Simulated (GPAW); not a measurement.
# puckered SnSe monolayer in an electric field

Wanted: the out-of-plane polarisability of puckered SnSe monolayer.

Program: GPAW 26.7.0. Level of theory: GPAW, PAW setups; layer in a repeated cell with vacuum, relaxation of atoms and in-plane cell, in the first sound run; inputs show where later runs differ. Results are calculated unless marked as measured.

Most raw output is cut from this account.

### 1. Set-up

The cell holds 4 atoms: 2 Sn and 2 Se. Its edges and angles: a = 4.400 Å, b = 4.290 Å, c = 20.794 Å, α = 90.0°, β = 90.0°, γ = 90.0°. Vacuum lies along c.

### 2. Relaxation

The atoms are relaxed first, since the surface dipole, and with it the work function, follows the positions of the outer layers.

File run.py:

```python
import json
import numpy as np
from ase import Atoms
from ase.filters import FrechetCellFilter
from ase.optimize import BFGS
from gpaw import GPAW, PW

slab = Atoms(
    ['Sn', 'Se', 'Se', 'Sn'],
    positions=[
        [0.26400, 0.00000, 9.00000],
        [1.93600, 2.14500, 9.10000],
        [4.13600, 0.00000, 11.69360],
        [2.46400, 2.14500, 11.79360]],
    cell=[[4.4, 0.0, 0.0], [0.0, 4.29, 0.0], [0.0, 0.0, 20.7936]],
    pbc=[True, True, True])

slab.calc = GPAW(mode=PW(600), xc='PBE', kpts={'size': (6, 7, 1), 'gamma': True},
                 occupations={'name': 'fermi-dirac', 'width': 0.05}, nbands='200%',
                 convergence={'density': 1e-05}, maxiter=200,
                 symmetry={'tolerance': 1e-3}, txt='slab.txt')
result = {}
# The in-plane cell is free; stress needs a cell that repeats along all three vectors
path = []
opt = BFGS(FrechetCellFilter(slab, mask=[1, 1, 0, 0, 0, 1]), maxstep=0.2)
opt.attach(lambda: path.append((slab.get_potential_energy(), slab.positions.tolist(), slab.get_forces().tolist())))
result['relaxed'] = bool(opt.run(fmax=0.02, steps=45))
result['path'] = path
result['cell'] = slab.cell.tolist()
print('in-plane lattice', slab.cell.cellpar().round(4)[[0, 1, 5]])
energy = slab.get_potential_energy()
fermi = slab.calc.get_fermi_level()
v = slab.calc.get_electrostatic_potential().mean((0, 1)) - fermi
n = slab.calc.get_pseudo_density().mean((0, 1))
L = slab.cell[2, 2]
z = np.arange(len(v)) * L / len(v)
low, high = slab.positions[:, 2].min(), slab.positions[:, 2].max()
below, above = np.interp([low - 6.8, high + 6.8], z, v)
slopes = [np.interp(x, z, np.gradient(v, z)) for x in (low - 6.8, high + 6.8)]
eps = np.array([[slab.calc.get_eigenvalues(k, s) for k in range(len(slab.calc.get_ibz_k_points()))]
                for s in range(slab.calc.get_number_of_spins())]) - fermi
top, bottom = eps[eps < 0].max(), eps[eps > 0].min()
dipole = slab.get_dipole_moment()[2]
print(f'energy {energy:.4f} eV, Fermi level {fermi:.4f} eV, dipole {dipole:.5f} e A')
print(f'potential 6.8 A off the faces, from the Fermi level: lower {below:.4f} eV, upper {above:.4f} eV')
print(f'slope of the potential there: lower {slopes[0]:.5f}, upper {slopes[1]:.5f} eV/A')
print(f'nearest levels on the mesh: {top:.4f} and {bottom:.4f} eV')
print('magnetic moment', round(slab.get_magnetic_moment(), 3))
result.update(energy=energy, fermi=fermi, dipole=dipole, below=below, above=above, slopes=slopes, edges=[top, bottom],
              z=z.tolist(), v=v.tolist(), n=n.tolist(), positions=slab.positions.tolist(),
              forces=slab.get_forces(apply_constraint=False).tolist(), moments=slab.get_magnetic_moments().tolist())
json.dump(result, open('result.json', 'w'))
```

The run is started by

```
$ OMP_NUM_THREADS=1 OPENBLAS_NUM_THREADS=1 python run.py
```

Run time: 44 min. Hardware: 1 thread of Arm Neoverse V1, shared host; peak memory 0.89 GiB.

This step gave:

- dipole along the normal: 1.78e-4 e·Å
- levels nearest the Fermi level on the mesh: -0.5692, 0.5559 eV from the Fermi level

Electrostatic potential energy of an electron (without an applied field's), less the Fermi level, planar mean against z:

z (Å), electrostatic potential energy of an electron (without an applied field's), less the Fermi level, planar mean (eV) and a bar from the least value:
```
      0.0        4.0 ##############################
      0.5        4.0 ##############################
      1.0        4.0 ##############################
      1.5        4.0 ##############################
      2.0        4.0 ##############################
      2.5        4.0 ##############################
      3.0        4.0 ##############################
      3.5        4.0 ##############################
      4.0        4.0 ##############################
      4.5        4.0 ##############################
      5.0        4.0 ##############################
      5.5        4.0 ##############################
      6.0        4.0 ##############################
      6.5        3.9 ##############################
      7.0        3.8 ##############################
      7.5        3.3 #############################
      8.0        1.0 ##########################
      8.5       -7.1 ################
      9.0      -20.5 
      9.5       -9.9 #############
     10.0       -0.2 #########################
     10.5        1.5 ###########################
     11.0       -2.9 ######################
     11.5      -16.4 #####
     12.0      -16.1 #####
     12.5       -2.6 ######################
     13.0        2.3 ############################
     13.5        3.6 ##############################
     14.0        3.9 ##############################
     14.5        4.0 ##############################
     15.0        4.0 ##############################
     15.5        4.0 ##############################
     16.0        4.0 ##############################
     16.5        4.0 ##############################
     17.0        4.0 ##############################
     17.5        4.0 ##############################
     18.0        4.0 ##############################
     18.5        4.0 ##############################
     19.0        4.0 ##############################
     19.5        4.0 ##############################
     20.0        4.0 ##############################
     20.5        4.0 ##############################
```

Pseudo valence density, planar mean against z:

| z (Å) | pseudo valence density, planar mean (e/Å³) |
| --- | --- |
| 5.0 | 2.6e-5 |
| 5.5 | 1.1e-4 |
| 6.0 | 4.6e-4 |
| 6.5 | 0.00191 |
| 7.0 | 0.00798 |
| 7.5 | 0.0327 |
| 8.0 | 0.125 |
| 8.5 | 0.418 |
| 9.0 | 0.855 |
| 9.5 | 0.469 |
| 10.0 | 0.173 |
| 10.5 | 0.125 |
| 11.0 | 0.256 |
| 11.5 | 0.680 |
| 12.0 | 0.744 |
| 12.5 | 0.259 |
| 13.0 | 0.0712 |
| 13.5 | 0.0181 |
| 14.0 | 0.00439 |
| 14.5 | 0.00106 |
| 15.0 | 2.5e-4 |
| 15.5 | 6.1e-5 |

The relaxation lowered the energy of the cell by 0.170 eV (energies extrapolated to zero smearing; the optimiser's log prints free energies). The largest force left on a free atom is 0.0075 eV/Å.

### 3. Plane waves, PBE

The work function is the vacuum plateau of the electrostatic potential less the Fermi level; a dipole layer lets the two faces have plateaus of their own.

This step: GPAW, PAW setups; slab in vacuum (GPAW 26.7.0).

The cell differs from the one that the last finished run ended in (c 20.794 → 20.745 Å).

run.py, as its differences from that of step 2:

```diff
@@ -3,4 +3,2 @@
 from ase import Atoms
-from ase.filters import FrechetCellFilter
-from ase.optimize import BFGS
 from gpaw import GPAW, PW
@@ -10,22 +8,15 @@
     positions=[
-        [0.26400, 0.00000, 9.00000],
-        [1.93600, 2.14500, 9.10000],
-        [4.13600, 0.00000, 11.69360],
-        [2.46400, 2.14500, 11.79360]],
-    cell=[[4.4, 0.0, 0.0], [0.0, 4.29, 0.0], [0.0, 0.0, 20.7936]],
-    pbc=[True, True, True])
+        [0.12237, 0.00000, 9.00000],
+        [2.08282, 2.14068, 9.03474],
+        [4.28787, 0.00000, 11.71005],
+        [2.32754, 2.14068, 11.74479]],
+    cell=[[4.41008, -0.0, 0.0], [0.0, 4.28136, 0.0], [0.0, 0.0, 20.7448]],
+    pbc=[True, True, False])
 
-slab.calc = GPAW(mode=PW(600), xc='PBE', kpts={'size': (6, 7, 1), 'gamma': True},
+slab.calc = GPAW(mode=PW(400), xc='PBE', kpts={'size': (6, 7, 1), 'gamma': True},
                  occupations={'name': 'fermi-dirac', 'width': 0.05}, nbands='200%',
                  convergence={'density': 1e-05}, maxiter=200,
+                 poissonsolver={'dipolelayer': 'xy'},
                  symmetry={'tolerance': 1e-3}, txt='slab.txt')
 result = {}
-# The in-plane cell is free; stress needs a cell that repeats along all three vectors
-path = []
-opt = BFGS(FrechetCellFilter(slab, mask=[1, 1, 0, 0, 0, 1]), maxstep=0.2)
-opt.attach(lambda: path.append((slab.get_potential_energy(), slab.positions.tolist(), slab.get_forces().tolist())))
-result['relaxed'] = bool(opt.run(fmax=0.02, steps=45))
-result['path'] = path
-result['cell'] = slab.cell.tolist()
-print('in-plane lattice', slab.cell.cellpar().round(4)[[0, 1, 5]])
 energy = slab.get_potential_energy()
```

Run time: 76 s. Hardware: 1 thread; peak memory 0.29 GiB.

This step gave:

```
dipole along the normal                    : 1.71e-4 e·Å
levels nearest the Fermi level on the mesh : -0.5708, 0.5574 eV from the Fermi level
upper work function                        : 3.984 eV
lower work function                        : 3.984 eV
upper ionisation energy                    : 4.555 eV
```

Electrostatic potential energy of an electron (without an applied field's), less the Fermi level, planar mean against z:

| z (Å) | electrostatic potential energy of an electron (without an applied field's), less the Fermi level, planar mean (eV) |
| --- | --- |
| 0.0 | 3.98 |
| 0.5 | 3.98 |
| 1.0 | 3.98 |
| 1.5 | 3.98 |
| 2.0 | 3.98 |
| 2.5 | 3.98 |
| 3.0 | 3.98 |
| 3.5 | 3.98 |
| 4.0 | 3.98 |
| 4.5 | 3.98 |
| 5.0 | 3.98 |
| 5.5 | 3.98 |
| 6.0 | 3.97 |
| 6.5 | 3.94 |
| 7.0 | 3.80 |
| 7.5 | 3.21 |
| 8.0 | 0.836 |
| 8.5 | -7.85 |
| 9.0 | -20.5 |
| 9.5 | -9.21 |
| 10.0 | 0.00321 |
| 10.5 | 1.44 |
| 11.0 | -3.39 |
| 11.5 | -17.1 |
| 12.0 | -15.4 |
| 12.5 | -2.21 |
| 13.0 | 2.43 |
| 13.5 | 3.61 |
| 14.0 | 3.89 |
| 14.5 | 3.96 |
| 15.0 | 3.98 |
| 15.5 | 3.98 |
| 16.0 | 3.98 |
| 16.5 | 3.98 |
| 17.0 | 3.98 |
| 17.5 | 3.98 |
| 18.0 | 3.98 |
| 18.5 | 3.98 |
| 19.0 | 3.98 |
| 19.5 | 3.98 |
| 20.0 | 3.98 |
| 20.5 | 3.98 |

Table of pseudo valence density, planar mean by z:

| z (Å) | pseudo valence density, planar mean (e/Å³) |
| --- | --- |
| 5.0 | 2.8e-5 |
| 5.5 | 1.2e-4 |
| 6.0 | 4.9e-4 |
| 6.5 | 0.00202 |
| 7.0 | 0.00870 |
| 7.5 | 0.0353 |
| 8.0 | 0.131 |
| 8.5 | 0.451 |
| 9.0 | 0.832 |
| 9.5 | 0.443 |
| 10.0 | 0.168 |
| 10.5 | 0.128 |
| 11.0 | 0.266 |
| 11.5 | 0.700 |
| 12.0 | 0.709 |
| 12.5 | 0.246 |
| 13.0 | 0.0678 |
| 13.5 | 0.0174 |
| 14.0 | 0.00415 |
| 14.5 | 9.7e-4 |
| 15.0 | 2.4e-4 |
| 15.5 | 5.8e-5 |

The layer is gapped, so the Fermi level lies somewhere inside the gap, set by smearing and numerics, and these work functions are no property of the material; the band edges below the vacuum level are. The potential is flat to 5.3e-5 eV/Å where it is read, so the vacuum is wide enough.

### 4. Field on

A uniform field along the normal polarises the slab; the atoms stay fixed, so this is the electronic response alone.

run.py, as its differences from that of step 3:

```diff
@@ -4,2 +4,3 @@
 from gpaw import GPAW, PW
+from gpaw.external import ConstantElectricField
 
@@ -19,2 +20,3 @@
                  poissonsolver={'dipolelayer': 'xy'},
+                 external=ConstantElectricField(-0.2, [0, 0, 1]),
                  symmetry={'tolerance': 1e-3}, txt='slab.txt')
```

Run time: 92 s. Hardware: 1 thread; peak memory 0.33 GiB.

Numbers from this step:

* dipole along the normal: -0.1140 e·Å
* levels nearest the Fermi level on the mesh: -0.5705, 0.5571 eV from the Fermi level
* potential below the slab, the applied field's own ramp left out: 3.441 eV from the Fermi level
* potential above the slab, the applied field's own ramp left out: 4.534 eV from the Fermi level

The electrostatic potential energy of an electron (without an applied field's), less the Fermi level, planar mean by z:

| z (Å) | electrostatic potential energy of an electron (without an applied field's), less the Fermi level, planar mean (eV) |
| --- | --- |
| 0 | 3.99 |
| 1 | 3.44 |
| 2 | 3.44 |
| 3 | 3.44 |
| 4 | 3.44 |
| 5 | 3.44 |
| 6 | 3.43 |
| 7 | 3.27 |
| 8 | 0.387 |
| 9 | -20.8 |
| 10 | -0.0689 |
| 11 | -3.27 |
| 12 | -15.1 |
| 13 | 2.92 |
| 14 | 4.43 |
| 15 | 4.53 |
| 16 | 4.53 |
| 17 | 4.53 |
| 18 | 4.53 |
| 19 | 4.53 |
| 20 | 4.53 |

Force by atom:

| atom | x (eV/Å) | y (eV/Å) | z (eV/Å) | size |
| --- | --- | --- | --- | --- |
| Sn1 | -0.0041 | 0.0000 | -0.0556 | 0.0558 |
| Se2 | 0.0100 | 0.0000 | 0.0477 | 0.0487 |
| Se3 | -0.0021 | 0.0000 | 0.0428 | 0.0428 |
| Sn4 | -0.0036 | 0.0000 | -0.0343 | 0.0345 |

The dipole is now -0.114 e Å, against 1.7e-4 in the run without a field.

### 5. Field on

run.py, as its differences from that of step 4:

```diff
@@ -20,3 +20,3 @@
                  poissonsolver={'dipolelayer': 'xy'},
-                 external=ConstantElectricField(-0.2, [0, 0, 1]),
+                 external=ConstantElectricField(-0.1, [0, 0, 1]),
                  symmetry={'tolerance': 1e-3}, txt='slab.txt')
```

Wall time 93 s (1 thread); peak memory 0.34 GiB.

Numbers from this step:

| Property | Result |
| --- | --- |
| dipole along the normal | -0.05701 e·Å |
| levels nearest the Fermi level on the mesh | -0.5707, 0.5574 eV from the Fermi level |
| potential below the slab, the applied field's own ramp left out | 3.711 eV from the Fermi level |
| potential above the slab, the applied field's own ramp left out | 4.258 eV from the Fermi level |

Electrostatic potential energy of an electron (without an applied field's), less the Fermi level, planar mean against z:

| z (Å) | electrostatic potential energy of an electron (without an applied field's), less the Fermi level, planar mean (eV) |
| --- | --- |
| 0 | 3.98 |
| 1 | 3.71 |
| 2 | 3.71 |
| 3 | 3.71 |
| 4 | 3.71 |
| 5 | 3.71 |
| 6 | 3.70 |
| 7 | 3.53 |
| 8 | 0.612 |
| 9 | -20.6 |
| 10 | -0.0328 |
| 11 | -3.33 |
| 12 | -15.3 |
| 13 | 2.67 |
| 14 | 4.16 |
| 15 | 4.25 |
| 16 | 4.26 |
| 17 | 4.26 |
| 18 | 4.26 |
| 19 | 4.26 |
| 20 | 4.26 |

The dipole is now -0.0570 e Å, against 1.7e-4 in the run without a field.

### 6. Field on

run.py, as its differences from that of step 5:

```diff
@@ -20,3 +20,3 @@
                  poissonsolver={'dipolelayer': 'xy'},
-                 external=ConstantElectricField(-0.1, [0, 0, 1]),
+                 external=ConstantElectricField(-0.05, [0, 0, 1]),
                  symmetry={'tolerance': 1e-3}, txt='slab.txt')
```

Elapsed: 94 s, on 1 thread; peak memory 0.34 GiB.

### 7. Field on

run.py, as its differences from that of step 6:

```diff
@@ -20,3 +20,3 @@
                  poissonsolver={'dipolelayer': 'xy'},
-                 external=ConstantElectricField(-0.05, [0, 0, 1]),
+                 external=ConstantElectricField(0.05, [0, 0, 1]),
                  symmetry={'tolerance': 1e-3}, txt='slab.txt')
```

It took 93 s on 1 thread; peak memory 0.34 GiB.

### 8. In a field

run.py, as its differences from that of step 7:

```diff
@@ -20,3 +20,3 @@
                  poissonsolver={'dipolelayer': 'xy'},
-                 external=ConstantElectricField(0.05, [0, 0, 1]),
+                 external=ConstantElectricField(0.1, [0, 0, 1]),
                  symmetry={'tolerance': 1e-3}, txt='slab.txt')
```

Run time: 94 s. Hardware: 1 thread; peak memory 0.34 GiB.

The dipole is now 0.0570 e Å, against 1.7e-4 in the run without a field.

### 9. In a field

run.py, as its differences from that of step 8:

```diff
@@ -20,3 +20,3 @@
                  poissonsolver={'dipolelayer': 'xy'},
-                 external=ConstantElectricField(0.1, [0, 0, 1]),
+                 external=ConstantElectricField(0.2, [0, 0, 1]),
                  symmetry={'tolerance': 1e-3}, txt='slab.txt')
```

Elapsed: 92 s, on 1 thread; peak memory 0.34 GiB.

The electrostatic potential energy of an electron (without an applied field's), less the Fermi level, planar mean by z:

z (Å), electrostatic potential energy of an electron (without an applied field's), less the Fermi level, planar mean (eV) and a bar from the least value:
```
        0        4.0 #############################
        1        4.5 ##############################
        2        4.5 ##############################
        3        4.5 ##############################
        4        4.5 ##############################
        5        4.5 ##############################
        6        4.5 ##############################
        7        4.3 ##############################
        8        1.3 ##########################
        9      -20.2 
       10        0.1 #########################
       11       -3.5 ####################
       12      -15.7 #####
       13        2.0 ###########################
       14        3.4 #############################
       15        3.4 #############################
       16        3.4 #############################
       17        3.4 #############################
       18        3.4 #############################
       19        3.4 #############################
       20        3.4 #############################
```

The dipole is now 0.114 e Å, against 1.7e-4 in the run without a field.

### 10. Field on

run.py, as its differences from that of step 9:

```diff
@@ -20,3 +20,3 @@
                  poissonsolver={'dipolelayer': 'xy'},
-                 external=ConstantElectricField(0.2, [0, 0, 1]),
+                 external=ConstantElectricField(0.3, [0, 0, 1]),
                  symmetry={'tolerance': 1e-3}, txt='slab.txt')
```

Wall time 91 s (1 thread); peak memory 0.34 GiB.

The dipole is now 0.171 e Å, against 1.7e-4 in the run without a field.

### 11. The series

The members are put on one axis.

This step: induced dipole against applied field (GPAW 26.7.0).

The dipole along the normal by field:

| field (V/Å) | dipole along the normal (e·Å) |
| --- | --- |
| -0.200 | -0.114 |
| -0.100 | -0.0570 |
| -0.050 | -0.0285 |
| 0.000 | 1.7e-4 |
| 0.050 | 0.0285 |
| 0.100 | 0.0570 |
| 0.200 | 0.114 |
| 0.300 | 0.171 |

### 12. Outcome

```
work function, both faces (Fermi level placed in the gap by the smearing)        : 3.98 eV
ionisation energy from the upper face (highest filled level on the mesh)         : 4.55 eV
electron affinity from the upper face (lowest empty Kohn-Sham level on the mesh) : 3.43 eV
dipole along the normal                                                          : 1.7e-4 e Å, near the numerical noise
induced dipole per field                                                         : 0.570 e Å per V/Å
out-of-plane polarisability per area, α/(ε0 A)                                   : 5.47 Å
```

**Reading.** The field induces 0.570 e Å per V/Å, a polarisable thickness α/(ε0 A) of 5.47 Å beside 2.74 Å between the outermost nuclei. A perfect conductor would give the distance between its two image planes; a dielectric of thickness t gives t(1 - 1/ε). The levels nearest the Fermi level on the mesh lie 1.13 eV apart, so the slab is gapped there: the smearing puts the Fermi level inside the gap, and from either face the ionisation energy is the work function plus 0.57 eV. Both are Kohn-Sham levels on the mesh, and semilocal gaps are too small, so the affinity tends to come out too large and the ionisation energy too small. The induced dipole is linear in the field over this range. The layer's cell and atoms come from the relaxation; spin-orbit coupling and temperature are left out.

[Logs are printed without paths, hosts, clocks, repeated set-up lines and the standing remarks that a program may print on its own settings, such as how far it seeks lower states.]

[Hosts, paths, dates, database ids (printed as entryN), source tags and the programs' standing remarks are cut or masked in the printed files.]
